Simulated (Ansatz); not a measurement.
# Preparing SnO2 (P4_2/mnm) as a host crystal, part 3 of 3

Aim: the runs on the perfect crystal SnO2 (P4_2/mnm) that a defect calculation needs first.

Ansatz 0.2.0; plane-wave PAW DFT, r2SCAN; single point of the host's primitive cell on a dense mesh; PAW set soft_1 (the session's first sound run).

So far: The structure; Primitive cell on a dense mesh; Self-consistent run; Defect free supercell relaxed from its symmetric sites.

## 5. Defect free supercell relaxed from displaced atoms

This step: plane-wave PAW DFT, r2SCAN; relaxation of the defect-free supercell from random displacements, a test of the host's stability; PAW set soft_1 (Ansatz 0.2.0).

File pristine.rattled/input.yaml:

```yaml
crystal:
  lattice:
    - [9.5155030731, 4.7577515366, 0.0]
    - [-4.7577515366, 4.7577515366, 0.0]
    - [0.0, 0.0, 9.6020443945]
  atoms:
    - { symbol: Sn, position: [0.0, 0.5, 0.1666666667] }
    - { symbol: Sn, position: [0.3333333333, 0.1666666667, 0.1666666667] }
    - { symbol: Sn, position: [0.6666666667, 0.8333333333, 0.1666666667] }
    - { symbol: Sn, position: [0.0, 0.0, 0.0] }
    - { symbol: Sn, position: [0.3333333333, 0.6666666667, 0.0] }
    - { symbol: Sn, position: [0.6666666667, 0.3333333333, 0.0] }
    - { symbol: O, position: [0.0, 0.8059427668, 0.1666666667] }
    - { symbol: O, position: [0.3333333333, 0.4726094335, 0.1666666667] }
    - { symbol: O, position: [0.6666666667, 0.1392761001, 0.1666666667] }
    - { symbol: O, position: [0.0, 0.1940572332, 0.1666666667] }
    - { symbol: O, position: [0.3333333333, 0.8607238999, 0.1666666667] }
    - { symbol: O, position: [0.6666666667, 0.5273905665, 0.1666666667] }
    - { symbol: O, position: [0.2039618445, 0.1019809223, 0.0] }
    - { symbol: O, position: [0.5372951779, 0.7686475889, 0.0] }
    - { symbol: O, position: [0.8706285112, 0.4353142556, 0.0] }
    - { symbol: O, position: [0.1293714888, 0.5646857444, 0.0] }
    - { symbol: O, position: [0.4627048221, 0.2313524111, 0.0] }
    - { symbol: O, position: [0.7960381555, 0.8980190777, 0.0] }
    - { symbol: Sn, position: [0.0, 0.5, 0.5] }
    - { symbol: Sn, position: [0.3333333333, 0.1666666667, 0.5] }
    - { symbol: Sn, position: [0.6666666667, 0.8333333333, 0.5] }
    - { symbol: Sn, position: [0.0, 0.0, 0.3333333333] }
    - { symbol: Sn, position: [0.3333333333, 0.6666666667, 0.3333333333] }
    - { symbol: Sn, position: [0.6666666667, 0.3333333333, 0.3333333333] }
    - { symbol: O, position: [0.0, 0.8059427668, 0.5] }
    - { symbol: O, position: [0.3333333333, 0.4726094335, 0.5] }
    - { symbol: O, position: [0.6666666667, 0.1392761001, 0.5] }
    - { symbol: O, position: [0.0, 0.1940572332, 0.5] }
    - { symbol: O, position: [0.3333333333, 0.8607238999, 0.5] }
    - { symbol: O, position: [0.6666666667, 0.5273905665, 0.5] }
    - { symbol: O, position: [0.2039618445, 0.1019809223, 0.3333333333] }
    - { symbol: O, position: [0.5372951779, 0.7686475889, 0.3333333333] }
    - { symbol: O, position: [0.8706285112, 0.4353142556, 0.3333333333] }
    - { symbol: O, position: [0.1293714888, 0.5646857444, 0.3333333333] }
    - { symbol: O, position: [0.4627048221, 0.2313524111, 0.3333333333] }
    - { symbol: O, position: [0.7960381555, 0.8980190777, 0.3333333333] }
    - { symbol: Sn, position: [0.0, 0.5, 0.8333333333] }
    - { symbol: Sn, position: [0.3333333333, 0.1666666667, 0.8333333333] }
    - { symbol: Sn, position: [0.6666666667, 0.8333333333, 0.8333333333] }
    - { symbol: Sn, position: [0.0, 0.0, 0.6666666667] }
    - { symbol: Sn, position: [0.3333333333, 0.6666666667, 0.6666666667] }
    - { symbol: Sn, position: [0.6666666667, 0.3333333333, 0.6666666667] }
    - { symbol: O, position: [0.0, 0.8059427668, 0.8333333333] }
    - { symbol: O, position: [0.3333333333, 0.4726094335, 0.8333333333] }
    - { symbol: O, position: [0.6666666667, 0.1392761001, 0.8333333333] }
    - { symbol: O, position: [0.0, 0.1940572332, 0.8333333333] }
    - { symbol: O, position: [0.3333333333, 0.8607238999, 0.8333333333] }
    - { symbol: O, position: [0.6666666667, 0.5273905665, 0.8333333333] }
    - { symbol: O, position: [0.2039618445, 0.1019809223, 0.6666666667] }
    - { symbol: O, position: [0.5372951779, 0.7686475889, 0.6666666667] }
    - { symbol: O, position: [0.8706285112, 0.4353142556, 0.6666666667] }
    - { symbol: O, position: [0.1293714888, 0.5646857444, 0.6666666667] }
    - { symbol: O, position: [0.4627048221, 0.2313524111, 0.6666666667] }
    - { symbol: O, position: [0.7960381555, 0.8980190777, 0.6666666667] }
basis:
  ecutwfc: 500
  xc_grid: 2
hamiltonian:
  xc: r2scan
  pseudopotentials: { kind: paw, azcp: { folder: soft_1 } }
kpoints:
  mp_grid: { grid: [1, 1, 1], shift: [0.25, 0.25, 0.25] }
scf:
  occupations: { method: fermi_dirac, width: 0.01 }
  max_iter: 80
output:
  forces: true
relax:
  f_tol: 0.01
  max_steps: 120
  random_displacement: { amplitude: 0.08, seed: 3021 }
checkpoint:
  write: "../pristine.rattled.run"
  compress: false
  write_wavefunctions: false
  write_every: 100000
```

Command:

```
> ansatz run input.yaml --threads 4 --pin off --max-ram 15073MiB --backend cpu --events-out ev --progress --plain --runs-dir out
```

Numbers of over 12 decimals in the logs are rounded to 6 here.

What it wrote:

```text
[...]
Crystal: 54 atoms, lattice volume = 652.061 Å³
Basis set: ecut = 500 eV, 16551 PW (Γ), exchange–correlation on 160×100×144 points (8 copies of the dense FFT grid, shifted against one another)
Bands: 288, of which v1, the nominal top of the filled ones, is band 234 counted from 1 (233 counted from 0)
Symmetry: 1 space group operations
k-points: 1
[...]
SCF iter   1: F=—  HF=-129172.386386 eV  |F-HF|=—  |Δ(HF+E_count)|=         —  Δρ=8.40e-2  dr2=3.73e1  dr2_τ=4.78e0  ethr=3.10e-3  ⟨swp⟩=5.0  Hψ=1031  notcnv=0  defer=35
[...]
SCF iter   9: F=-129169.935911 eV  HF=-129169.935911 eV  |F-HF|=4.83e-8  |Δ(HF+E_count)|=   6.12e-7  Δρ=6.43e-6  dr2=2.21e-7  dr2_τ=1.58e-8  ethr=5.34e-10  ⟨swp⟩=4.0  Hψ=851  notcnv=0
SCF 1 converged in 9 iterations: F = -129169.935911 eV  dr2 = 2.21e-7
[...]
relax step   1: F+E_penalty+E_count = -129169.93591056 eV  Δ(F+E_penalty+E_count) = +0.000e0 eV  max|allowed force component| = 3.736e0 eV/Å  Δτ_max = 0.0000 Å  (9 SCF iters, dr2 threshold 2.50e-6 eV, accepted)
[... the SCF cycles and remarks between the steps are left out from here to the last step ...]
relax step   2: F+E_penalty+E_count = -129172.62242848 eV  Δ(F+E_penalty+E_count) = -2.687e0 eV  max|allowed force component| = 1.135e0 eV/Å  Δτ_max = 0.1355 Å  (7 SCF iters, dr2 threshold 1.00e-4 eV, accepted)
relax step   3: F+E_penalty+E_count = -129173.15557651 eV  Δ(F+E_penalty+E_count) = -5.331e-1 eV  max|allowed force component| = 2.716e-2 eV/Å  Δτ_max = 0.0817 Å  (6 SCF iters, dr2 threshold 8.05e-5 eV, accepted)
relax step   4: F+E_penalty+E_count = -129173.15558343 eV  Δ(F+E_penalty+E_count) = -6.924e-6 eV  max|allowed force component| = 2.641e-2 eV/Å  Δτ_max = 0.0000 Å  (4 SCF iters, accepted)
SCF iter   1: F=—  HF=-129173.155885 eV  |F-HF|=—  |Δ(HF+E_count)|=         —  Δρ=4.43e-4  dr2=6.25e-4  dr2_τ=4.34e-3  ethr=1.53e-6  ⟨swp⟩=4.0  Hψ=680  notcnv=0  defer=32
[...]
SCF iter   6: F=-129173.155992 eV  HF=-129173.155992 eV  |F-HF|=1.58e-8  |Δ(HF+E_count)|=   1.81e-8  Δρ=2.41e-6  dr2=2.28e-8  dr2_τ=2.61e-9  ethr=2.14e-11  ⟨swp⟩=4.0  Hψ=931  notcnv=0
SCF 5 converged in 6 iterations: F = -129173.155992 eV  dr2 = 2.28e-8
relax step   5: F+E_penalty+E_count = -129173.15599179 eV  Δ(F+E_penalty+E_count) = -4.084e-4 eV  max|allowed force component| = 8.289e-4 eV/Å  Δτ_max = 0.0041 Å  (6 SCF iters, accepted)
[...]
SCF iter   2: F=-129173.155992 eV  HF=-129173.155992 eV  |F-HF|=5.14e-9  |Δ(HF+E_count)|=   1.56e-8  Δρ=1.41e-6  dr2=7.70e-9  dr2_τ=3.25e-10  ethr=4.87e-12  ⟨swp⟩=3.0  Hψ=634  notcnv=0
SCF 6 converged in 2 iterations: F = -129173.155992 eV  dr2 = 7.70e-9
SCF converged after 2 iterations
Free energy (F): -129173.155992 eV
[...]
Internal energy: -129173.155992 eV  (E = F + TS)
E sigma→0 (E₀):  -129173.155992 eV
Fermi energy:    10.456490 eV
[...]
--- Forces (eV/Å), atoms counted from 1 ---
  atom   1  Sn     0.00023862     0.00005181     0.00017929
  atom   2  Sn    -0.00006030    -0.00021660    -0.00014577
  atom   3  Sn    -0.00020524    -0.00013811     0.00006457
  atom   4  Sn    -0.00005218     0.00025796     0.00019333
  atom   5  Sn     0.00017278    -0.00022405     0.00027829
  atom   6  Sn    -0.00014396    -0.00023873    -0.00007135
  atom   7  O     -0.00005192     0.00013092    -0.00028746
  atom   8  O     -0.00030611    -0.00001212    -0.00013815
  atom   9  O     -0.00014723     0.00048877    -0.00011008
  atom  10  O     -0.00030994    -0.00034661     0.00009256
  atom  11  O      0.00050126    -0.00052542     0.00028450
  atom  12  O      0.00003674     0.00039411     0.00003030
  atom  13  O     -0.00032455    -0.00055917     0.00008520
  atom  14  O     -0.00002661    -0.00025899    -0.00031163
  atom  15  O     -0.00003290     0.00006801    -0.00012556
  atom  16  O      0.00049002     0.00014555    -0.00013822
  atom  17  O      0.00020183    -0.00016590     0.00028095
  atom  18  O      0.00005629     0.00022926     0.00019711
  atom  19  Sn     0.00012140     0.00001867     0.00003374
  atom  20  Sn     0.00017483    -0.00018841    -0.00002265
  atom  21  Sn     0.00010693     0.00006981    -0.00007586
  atom  22  Sn     0.00012718    -0.00008720    -0.00002194
  atom  23  Sn    -0.00030707    -0.00020219     0.00000005
  atom  24  Sn     0.00004736     0.00003578    -0.00014595
  atom  25  O     -0.00019364     0.00021085    -0.00001590
  atom  26  O     -0.00005110    -0.00022502    -0.00013439
  atom  27  O     -0.00045746     0.00082150    -0.00010908
  atom  28  O      0.00011497    -0.00031136    -0.00002790
  atom  29  O      0.00025215    -0.00048010    -0.00009564
  atom  30  O      0.00011790     0.00035604     0.00001653
  atom  31  O      0.00003705     0.00014030     0.00000939
  atom  32  O     -0.00026417    -0.00014432    -0.00007384
  atom  33  O     -0.00052445    -0.00024358     0.00023707
  atom  34  O      0.00004730     0.00028203    -0.00023677
  atom  35  O      0.00062066     0.00031670    -0.00008914
  atom  36  O      0.00001698    -0.00001271    -0.00010298
  atom  37  Sn     0.00020002     0.00011297    -0.00011660
  atom  38  Sn     0.00022583     0.00007876    -0.00005019
  atom  39  Sn     0.00009128    -0.00001305    -0.00009531
  atom  40  Sn    -0.00013163     0.00007682    -0.00000566
  atom  41  Sn     0.00031827     0.00002296     0.00021361
  atom  42  Sn    -0.00026757     0.00015697    -0.00006137
  atom  43  O     -0.00018878     0.00013657    -0.00028071
  atom  44  O     -0.00023540    -0.00038245    -0.00001768
  atom  45  O     -0.00032587     0.00056373    -0.00019907
  atom  46  O     -0.00048616    -0.00040496    -0.00016494
  atom  47  O      0.00047076    -0.00033755    -0.00002591
  atom  48  O      0.00010110     0.00010509     0.00019213
  atom  49  O      0.00020266     0.00026064     0.00028175
  atom  50  O     -0.00041459    -0.00047868     0.00049837
  atom  51  O     -0.00043962    -0.00011434    -0.00024145
  atom  52  O      0.00024900     0.00021585    -0.00016541
  atom  53  O      0.00073278     0.00067923    -0.00038542
  atom  54  O     -0.00016288    -0.00015931    -0.00009312
  max |Σ_I F_I| component: 1.21e-3 eV/Å
--- Relaxed structure (5 steps of the walk, 5 accepted, 0 SCFs on fresh bases) ---
  F+E_penalty+E_count = -129173.15599179 eV   max|allowed force component| = 8.289e-4 eV/Å
  atoms:
    - { symbol: Sn, position: [0.000438, 0.500464, 0.166270] }
    - { symbol: Sn, position: [0.333774, 0.167153, 0.166270] }
    - { symbol: Sn, position: [0.667106, 0.833788, 0.166270] }
    - { symbol: Sn, position: [0.000438, 0.000457, -0.000396] }
    - { symbol: Sn, position: [0.333770, 0.667151, -0.000400] }
    - { symbol: Sn, position: [0.667105, 0.333792, -0.000395] }
    - { symbol: O, position: [0.000153, 0.806258, 0.166270] }
    - { symbol: O, position: [0.333488, 0.472943, 0.166262] }
    - { symbol: O, position: [0.666810, 0.139578, 0.166267] }
    - { symbol: O, position: [0.000725, 0.194669, 0.166273] }
    - { symbol: O, position: [0.334058, 0.861357, 0.166272] }
    - { symbol: O, position: [0.667391, 0.527994, 0.166277] }
    - { symbol: O, position: [0.204418, 0.102067, -0.000400] }
    - { symbol: O, position: [0.537746, 0.768712, -0.000398] }
    - { symbol: O, position: [0.871079, 0.435371, -0.000399] }
    - { symbol: O, position: [0.129793, 0.565560, -0.000391] }
    - { symbol: O, position: [0.463129, 0.232240, -0.000396] }
    - { symbol: O, position: [0.796459, 0.898868, -0.000394] }
    - { symbol: Sn, position: [0.000437, 0.500462, 0.499604] }
    - { symbol: Sn, position: [0.333768, 0.167151, 0.499603] }
    - { symbol: Sn, position: [0.667104, 0.833783, 0.499604] }
    - { symbol: Sn, position: [0.000437, 0.000469, 0.332938] }
    - { symbol: Sn, position: [0.333774, 0.667147, 0.332934] }
    - { symbol: Sn, position: [0.667103, 0.333786, 0.332939] }
    - { symbol: O, position: [0.000152, 0.806256, 0.499598] }
    - { symbol: O, position: [0.333487, 0.472944, 0.499599] }
    - { symbol: O, position: [0.666810, 0.139571, 0.499599] }
    - { symbol: O, position: [0.000718, 0.194667, 0.499611] }
    - { symbol: O, position: [0.334059, 0.861357, 0.499605] }
    - { symbol: O, position: [0.667391, 0.527989, 0.499611] }
    - { symbol: O, position: [0.204413, 0.102059, 0.332931] }
    - { symbol: O, position: [0.537749, 0.768701, 0.332932] }
    - { symbol: O, position: [0.871082, 0.435366, 0.332930] }
    - { symbol: O, position: [0.129796, 0.565542, 0.332943] }
    - { symbol: O, position: [0.463125, 0.232236, 0.332943] }
    - { symbol: O, position: [0.796461, 0.898876, 0.332943] }
    - { symbol: Sn, position: [0.000436, 0.500458, 0.832938] }
    - { symbol: Sn, position: [0.333766, 0.167151, 0.832936] }
    - { symbol: Sn, position: [0.667100, 0.833784, 0.832937] }
    - { symbol: Sn, position: [0.000435, 0.000459, 0.666271] }
    - { symbol: Sn, position: [0.333768, 0.667152, 0.666267] }
    - { symbol: Sn, position: [0.667101, 0.333778, 0.666272] }
    - { symbol: O, position: [0.000156, 0.806255, 0.832934] }
    - { symbol: O, position: [0.333492, 0.472950, 0.832928] }
    - { symbol: O, position: [0.666814, 0.139576, 0.832935] }
    - { symbol: O, position: [0.000732, 0.194669, 0.832946] }
    - { symbol: O, position: [0.334052, 0.861356, 0.832940] }
    - { symbol: O, position: [0.667393, 0.527995, 0.832939] }
    - { symbol: O, position: [0.204410, 0.102056, 0.666262] }
    - { symbol: O, position: [0.537748, 0.768711, 0.666262] }
    - { symbol: O, position: [0.871080, 0.435363, 0.666268] }
    - { symbol: O, position: [0.129793, 0.565551, 0.666275] }
    - { symbol: O, position: [0.463121, 0.232224, 0.666277] }
    - { symbol: O, position: [0.796461, 0.898875, 0.666277] }
```

Run time: 60 s. Hardware: 4 threads of Arm Neoverse V2, shared host; peak memory 1.6 GiB.

Step by step:

```
step  energy less that of the first step (eV)  largest force component (eV/Å)
   1                                   0.0000                          3.7355
   2                                  -2.6865                          1.1352
   3                                  -3.2197                          0.0272
   4                                  -3.2197                          0.0264
   5                                  -3.2201                          0.0008
```

The relaxation ends 60 meV an atom lower than the displaced start, with a largest force component of 8.3e-4 eV/Å.

## 6. Summary of results

| Item | Value |
| --- | --- |
| supercell relaxed in its symmetry less the displaced and relaxed one | 0.000 eV |
| energy an atom at one point at (¼, ¼, ¼) less that on the dense mesh | -0.001 eV |

Step 5: The energy fell by 3.220 eV from the randomly displaced start; the atoms end within 0.005 Å of the sites as typed, once the mean shift is taken out. The displaced cell ends within 0.01 eV of the symmetric one relaxed in its symmetry, so no lower structure shows in this supercell. All at zero temperature.

[Logs are printed without paths, hosts, clocks, repeated set-up lines and the standing remarks that a program may print on its own settings, such as how far it seeks lower states.]

[Hosts, paths, dates, database ids (printed as entryN), source tags and the programs' standing remarks are cut or masked in the printed files.]

[Runs of the host that timed out are not shown.]

[For some hosts the program warned that the k-mesh of the response run may be too coarse for force constants and the static dielectric constant; such warnings are not always shown.]

[The program warned that the k-mesh of a response run behind this text may be too coarse: force constants, and the static dielectric constant and all else formed from them, are not shown converged.]
